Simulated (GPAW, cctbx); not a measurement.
# CaCu3: what bonding does to one electron reflection, worked out

CaCu3, Pm-3m (no. 221), a = 4.0780 Å, b = 4.0780 Å, c = 4.0780 Å, α = 90.00°, β = 90.00°, γ = 90.00°.

| atom | mult. | x | y | z |
| --- | --- | --- | --- | --- |
| Cu1 | 3 | 1/2 | 1/2 | 0 |
| Ca1 | 1 | 0 | 0 | 0 |

The start was made by putting kin elements into a known structure type; the compound need not exist, or be stable, in this form.

A DFT run (GPAW, PBE, 450 eV, 6×6×6 k-points, Fermi–Dirac width 0.1 eV) gives the static X-ray structure factor of 111 as 82.285 e for the conventional cell; superposed free atoms give 82.748 e. **Problem.** Find the Fourier component V of the crystal potential and the two-beam extinction distance at 300 kV in both cases.

## 1. Geometry

The cell volume is Ω = 67.82 Å³ and d(111) = 2.3544 Å, so g = 1/d = 0.4247 Å⁻¹.

## 2. The nuclei

Electrons feel nuclei as well as electrons, so the nuclear charges are summed with the same phases.

Phase sums Σ exp(2πi h·x), turned so that the total is real and positive: Cu +3.000, Ca +1.000. Then F_Z = 29 × (+3.000) + 20 × (+1.000) = 107.00 e. The electron term has the same sign for this reflection.

## 3. Mott–Bethe

Poisson's equation, term by term, gives V = (e/4πε₀)(F_Z − F)/(πΩg²), with e/4πε₀ = 14.3996 V Å.

The prefactor is 14.3996 × 2.3544²/(π × 67.82) = 0.37464 V per electron. Free atoms: (107.00 − 82.748) × 0.37464 = 9.086 V. Crystal: (107.00 − 82.285) × 0.37464 = 9.259 V. F changes by -0.56 % and V by +1.9 %: the same 0.46 e is measured against F_Z − F = 24.3 e in place of F = 82.7 e.

## 4. Extinction distance

In the two-beam case ξ = 1/(λU) with U = 2γm₀eV/h², that is ξ = 150.41 V Å²/(γλV).

At 300 kV, λ = 0.01969 Å and γ = 1.5871. Free atoms: ξ = 530 Å. Crystal: ξ = 520 Å. The thickness fringes go as sin²(πt/ξ), so the two patterns slip by a quarter of a period when t|1/ξ₁ − 1/ξ₀| = 1/4, at t ≈ 694 nm. Thermal motion, absorption and many-beam coupling, left out here, change a real pattern.

## 5. Answer

V(111) is 9.26 V against 9.09 V, and ξ is 520 against 530 Å. Limits: static atoms, two beams.
